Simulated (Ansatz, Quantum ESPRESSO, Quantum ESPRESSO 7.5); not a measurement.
# Conductance against width: a In chain with one bond drawn out

Wanted: T at the Fermi level along a series, and its decay constant, for a In chain with one bond drawn out.

Program: Quantum ESPRESSO 7.5. Level of theory: plane-wave DFT, PBE, GBRV ultrasoft pseudopotentials (cross-check by Ansatz 0.2.0 with PAW datasets). Values are calculated unless marked as measured.

## Step 1: The system as given

The cell holds 10 atoms: 10 In. Cell: a = 7.500 Å, b = 7.500 Å, c = 29.800 Å, α = 90.0°, β = 90.0°, γ = 90.0°. Regions: left lead, 5 atoms (5 In); right lead, 5 atoms (5 In). Vacuum lies along a and b. The structure is stacked, and the current runs, along c.

## Step 2: Ground state, 0.3 Å

One periodic cell holds a lead period, the junction and more lead; the atoms stay as built.

The input, j0.scf.in:

```
&control
  prefix = 'j0.scf'
  outdir = './out'
  pseudo_dir = './pseudo'
  calculation = 'scf'
  tprnfor = .true.
/
&system
  ibrav = 0
  nat = 10
  ntyp = 1
  ecutwfc = 34
  ecutrho = 170
  occupations = 'smearing'
  smearing = 'mv'
  degauss = 0.01
/
&electrons
  conv_thr = 1e-07
  mixing_beta = 0.25
  electron_maxstep = 120
  mixing_mode = 'local-TF'
/
ATOMIC_SPECIES
  In  114.8180  in_pbe_v1.4.uspp.F.UPF
CELL_PARAMETERS angstrom
  7.50000000000000 0.00000000000000 0.00000000000000
  0.00000000000000 7.50000000000000 0.00000000000000
  0.00000000000000 0.00000000000000 29.80000000000000
ATOMIC_POSITIONS crystal
  In  0.500000000000 0.500000000000 0.000000000000
  In  0.500000000000 0.500000000000 0.098993288591
  In  0.500000000000 0.500000000000 0.197986577181
  In  0.500000000000 0.500000000000 0.296979865772
  In  0.500000000000 0.500000000000 0.395973154362
  In  0.500000000000 0.500000000000 0.505033557047
  In  0.500000000000 0.500000000000 0.604026845638
  In  0.500000000000 0.500000000000 0.703020134228
  In  0.500000000000 0.500000000000 0.802013422819
  In  0.500000000000 0.500000000000 0.901006711409
K_POINTS automatic
  1 1 3 0 0 0
```

Command:

```sh
> OMP_NUM_THREADS=1 mpirun -n 4 pw.x -nk 1 -in j0.scf.in > j0.scf.out
```

Standard output:

```text
Program PWSCF v.7.5 starts

     Parallel version (MPI & OpenMP), running on       4 processor cores
     Number of MPI processes:                 4
     Threads/MPI process:                     1

     MPI processes distributed on     1 nodes

     Current dimensions of program PWSCF are:
     Max number of different atomic species (ntypx) = 10
     Max number of k-points (npk) =  40000
     Max angular momentum in pseudopotentials (lmaxx) =  4
     Message from routine setup:
     using ibrav=0 with symmetry is DISCOURAGED, use correct ibrav instead

     R & G space division:  proc/nbgrp/npool/nimage =       4
     Subspace diagonalization in iterative solution of the eigenvalue problem:
     a serial algorithm will be used

     Parallelization info
     --------------------
     sticks:   dense  smooth     PW     G-vecs:    dense   smooth      PW
     Min         677     544    138               105865    75720    9652
     Max         678     545    139               105886    75731    9663
     Sum        2709    2177    553               423485   302897   38633

     Using Slab Decomposition

     bravais-lattice index     =            0
     lattice parameter (alat)  =      14.1729  a.u.
     unit-cell volume          =   11311.8957 (a.u.)^3
     number of atoms/cell      =           10
     number of atomic types    =            1
     number of electrons       =       130.00
     number of Kohn-Sham states=           78
     kinetic-energy cutoff     =      34.0000  Ry
     charge density cutoff     =     170.0000  Ry
     scf convergence threshold =      1.0E-07
     mixing beta               =       0.2500
     number of iterations used =            8  local-TF  mixing
     Exchange-correlation=  SLA  PW   PBX  PBC
                           (   1   4   3   4   0   0   0)

     celldm(1)=  14.172946  celldm(2)=   0.000000  celldm(3)=   0.000000
     celldm(4)=   0.000000  celldm(5)=   0.000000  celldm(6)=   0.000000

     crystal axes: (cart. coord. in units of alat)
               a(1) = (   1.000000   0.000000   0.000000 )
               a(2) = (   0.000000   1.000000   0.000000 )
               a(3) = (   0.000000   0.000000   3.973333 )

     reciprocal axes: (cart. coord. in units 2 pi/alat)
               b(1) = (  1.000000  0.000000  0.000000 )
               b(2) = (  0.000000  1.000000  0.000000 )
               b(3) = (  0.000000  0.000000  0.251678 )

     PseudoPot. # 1 for In read from file:
     ./pseudo/in_pbe_v1.4.uspp.F.UPF
     Pseudo is Ultrasoft + core correction, Zval = 13.0
     Generated by new atomic code, or converted to UPF format
     Using radial grid of  889 points,  6 beta functions with:
                l(1) =   0
                l(2) =   0
                l(3) =   1
                l(4) =   1
                l(5) =   2
                l(6) =   2
     Q(r) pseudized with  6 coefficients,  rinner =    1.400   1.400   1.400
                                                       1.400   1.400

     atomic species   valence    mass     pseudopotential
     In               13.00   114.81800     In( 1.00)

      8 Sym. Ops. (no inversion) found

   Cartesian axes

     site n.     atom                  positions (alat units)
         1        In     tau(   1) = (   0.5000000   0.5000000   0.0000000  )
         2        In     tau(   2) = (   0.5000000   0.5000000   0.3933333  )
         3        In     tau(   3) = (   0.5000000   0.5000000   0.7866667  )
         4        In     tau(   4) = (   0.5000000   0.5000000   1.1800000  )
         5        In     tau(   5) = (   0.5000000   0.5000000   1.5733333  )
         6        In     tau(   6) = (   0.5000000   0.5000000   2.0066667  )
         7        In     tau(   7) = (   0.5000000   0.5000000   2.4000000  )
         8        In     tau(   8) = (   0.5000000   0.5000000   2.7933333  )
         9        In     tau(   9) = (   0.5000000   0.5000000   3.1866667  )
        10        In     tau(  10) = (   0.5000000   0.5000000   3.5800000  )

     number of k points=     2  Marzari-Vanderbilt smearing, width (Ry)=  0.0100
                       cart. coord. in units 2pi/alat
        k(    1) = (   0.0000000   0.0000000   0.0000000), wk =   0.6666667
        k(    2) = (   0.0000000   0.0000000   0.0838926), wk =   1.3333333

     Dense  grid:   423485 G-vectors     FFT dimensions: (  60,  60, 240)

     Smooth grid:   302897 G-vectors     FFT dimensions: (  54,  54, 216)

     Estimated max dynamical RAM per process >     466.01 MB

     Estimated total dynamical RAM >       1.82 GB

     Check: negative core charge=   -0.000001

     Initial potential from superposition of free atoms

     starting charge     115.0000, renormalised to     130.0000

     negative rho (up, down):  1.440E-02 0.000E+00
     Starting wfcs are   90 randomized atomic wfcs

     total cpu time spent up to now is        1.9 secs

     per-process dynamical memory:   124.2 Mb

     Self-consistent Calculation

     iteration #  1     ecut=    34.00 Ry     beta= 0.25
     Davidson diagonalization with overlap
     ethr =  1.00E-02,  avg # of iterations =  3.0

     negative rho (up, down):  4.160E-01 0.000E+00

     total cpu time spent up to now is        7.6 secs

     total energy              =   -1341.98145751 Ry
     estimated scf accuracy    <      52.49292054 Ry

     iteration #  2     ecut=    34.00 Ry     beta= 0.25

     total energy              =   -1329.68383290 Ry
     estimated scf accuracy    <      28.27395210 Ry

     iteration #  3     ecut=    34.00 Ry     beta= 0.25

     total energy              =   -1333.86047735 Ry
     estimated scf accuracy    <       1.86256206 Ry

     iteration #  4     ecut=    34.00 Ry     beta= 0.25

     total energy              =   -1333.84974148 Ry
     estimated scf accuracy    <       0.79947053 Ry

     iteration #  5     ecut=    34.00 Ry     beta= 0.25

     total energy              =   -1333.86479988 Ry
     estimated scf accuracy    <       0.21982607 Ry

     iteration #  6     ecut=    34.00 Ry     beta= 0.25

     total energy              =   -1333.87300016 Ry
     estimated scf accuracy    <       0.05226220 Ry

     iteration #  7     ecut=    34.00 Ry     beta= 0.25

     total energy              =   -1333.82634281 Ry
     estimated scf accuracy    <       0.04595113 Ry

     iteration #  8     ecut=    34.00 Ry     beta= 0.25

     total energy              =   -1333.83105279 Ry
     estimated scf accuracy    <       0.00103723 Ry

     iteration #  9     ecut=    34.00 Ry     beta= 0.25
     c_bands:  1 eigenvalues not converged
     c_bands:  1 eigenvalues not converged

     total energy              =   -1333.83202438 Ry
     estimated scf accuracy    <       0.00047735 Ry

     iteration # 10     ecut=    34.00 Ry     beta= 0.25

     total energy              =   -1333.83215249 Ry
     estimated scf accuracy    <       0.00007649 Ry

     iteration # 11     ecut=    34.00 Ry     beta= 0.25

     total energy              =   -1333.83214259 Ry
     estimated scf accuracy    <       0.00011850 Ry

     iteration # 12     ecut=    34.00 Ry     beta= 0.25

     total energy              =   -1333.83218258 Ry
     estimated scf accuracy    <       0.00000418 Ry

     iteration # 13     ecut=    34.00 Ry     beta= 0.25

     total energy              =   -1333.83218302 Ry
     estimated scf accuracy    <       0.00000111 Ry

     iteration # 14     ecut=    34.00 Ry     beta= 0.25

     total energy              =   -1333.83218776 Ry
     estimated scf accuracy    <       0.00000085 Ry

     iteration # 15     ecut=    34.00 Ry     beta= 0.25

     End of self-consistent calculation

          k = 0.0000 0.0000 0.0000 ( 37849 PWs)   bands (ev):

   -16.3361 -16.2742 -16.2665 -16.1321 -16.1318 -16.1242 -16.1239 -16.1198
   -16.1164 -16.1164 -16.0759 -16.0759 -16.0757 -16.0757 -16.0697 -16.0209
   -16.0208 -16.0208 -16.0206 -16.0101 -16.0098 -16.0032 -16.0029 -16.0005
   -16.0001 -15.9953 -15.9950 -15.9894 -15.9891 -15.9884 -15.9884 -15.9728
   -15.9725 -15.9724 -15.9722 -15.9305 -15.9305 -15.9016 -15.8936 -15.8936
   -15.8431 -15.8407 -15.8407 -15.7996 -15.7996 -15.7812 -15.7812 -15.7113
   -15.6438 -15.5924  -7.4411  -7.2936  -7.2453  -6.8090  -6.6941  -5.9292
    -5.7879  -4.6565  -4.4966  -3.2385  -2.3585  -1.2626  -1.2626  -1.0829
    -1.0829  -1.0603  -1.0603  -0.6812  -0.5659  -0.5475  -0.5475  -0.4726
    -0.4726   0.3310   0.3310   0.4186   0.4187   1.0355

          k = 0.0000 0.0000 0.0839 ( 37884 PWs)   bands (ev):

   -16.3295 -16.3046 -16.2260 -16.1609 -16.1321 -16.1318 -16.1242 -16.1240
   -16.1161 -16.1161 -16.0846 -16.0846 -16.0636 -16.0636 -16.0298 -16.0298
   -16.0267 -16.0209 -16.0206 -16.0101 -16.0098 -16.0032 -16.0029 -16.0005
   -16.0002 -15.9953 -15.9950 -15.9894 -15.9891 -15.9786 -15.9786 -15.9728
   -15.9725 -15.9724 -15.9722 -15.9409 -15.9391 -15.9391 -15.8876 -15.8876
   -15.8435 -15.8435 -15.8113 -15.7982 -15.7982 -15.7818 -15.7818 -15.7287
   -15.6349 -15.5951  -7.4263  -7.3593  -7.1445  -6.9596  -6.5049  -6.1903
    -5.4822  -5.0390  -4.0780  -3.5448  -2.0010  -1.3503  -1.2418  -1.2418
    -1.1768  -1.1768  -0.9273  -0.9273  -0.7345  -0.7345  -0.2505  -0.2505
     0.0524   0.0524   0.1536   0.7211   0.7211   0.9772

     the Fermi energy is    -1.1164 ev

!    total energy              =   -1333.83218919 Ry
     estimated scf accuracy    <       0.00000007 Ry
     smearing contrib. (-TS)   =      -0.00081832 Ry
     internal energy E=F+TS    =   -1333.83137087 Ry

     The total energy is F=E-TS. E is the sum of the following terms:
     one-electron contribution =   -1420.18947909 Ry
     hartree contribution      =     763.92661515 Ry
     xc contribution           =    -376.31423721 Ry
     ewald contribution        =    -301.25426972 Ry

     convergence has been achieved in  15 iterations

     negative rho (up, down):  5.272E-03 0.000E+00

     Forces acting on atoms (cartesian axes, Ry/au):

     atom    1 type  1   force =     0.00000000    0.00000000    0.00054264
     atom    2 type  1   force =     0.00000000    0.00000000    0.00144428
     atom    3 type  1   force =     0.00000000    0.00000000    0.00105555
     atom    4 type  1   force =     0.00000000    0.00000000   -0.00584786
     atom    5 type  1   force =     0.00000000    0.00000000    0.01652054
     atom    6 type  1   force =     0.00000000    0.00000000   -0.01651772
     atom    7 type  1   force =     0.00000000    0.00000000    0.00573098
     atom    8 type  1   force =     0.00000000    0.00000000   -0.00099367
     atom    9 type  1   force =     0.00000000    0.00000000   -0.00133548
     atom   10 type  1   force =     0.00000000    0.00000000   -0.00059925

     Total force =     0.024888     Total SCF correction =     0.000200

=------------------------------------------------------------------------------=
   JOB DONE.
=------------------------------------------------------------------------------=
```

The job ended after 75 s (4 MPI ranks of Arm Neoverse V2, shared host; peak memory 1.8 GiB; 5 min of CPU time).

Numbers from this step:

```
free energy  : -18147.7114 eV
Fermi energy : -1.116 eV
```

The run needed 15 iterations to bring the estimated error under 1e-07 Ry; the largest force on any atom, held or free, is 0.42 eV/Å.

(Continued in part 2 of 4.)

[Long decimals in the printed logs are rounded to 6 places.]

[Repeated lines of the later SCF iterations (solver, time, negative density, dipole) and banner, clock, host and MPI lines are left out of these logs without a mark at each place.]

[Logs are printed without paths, hosts, clocks, repeated set-up lines and the standing remarks that a program may print on its own settings, such as how far it seeks lower states.]

[Hosts, paths, dates, database ids (printed as entryN), source tags and the programs' standing remarks are cut or masked in the printed files.]

[Maps of the electrostatic potential energy from Ansatz leave out the sawtooth potential of an applied field or a dipole correction, so their vacuum need not be flat; planar profiles and work functions include it.]
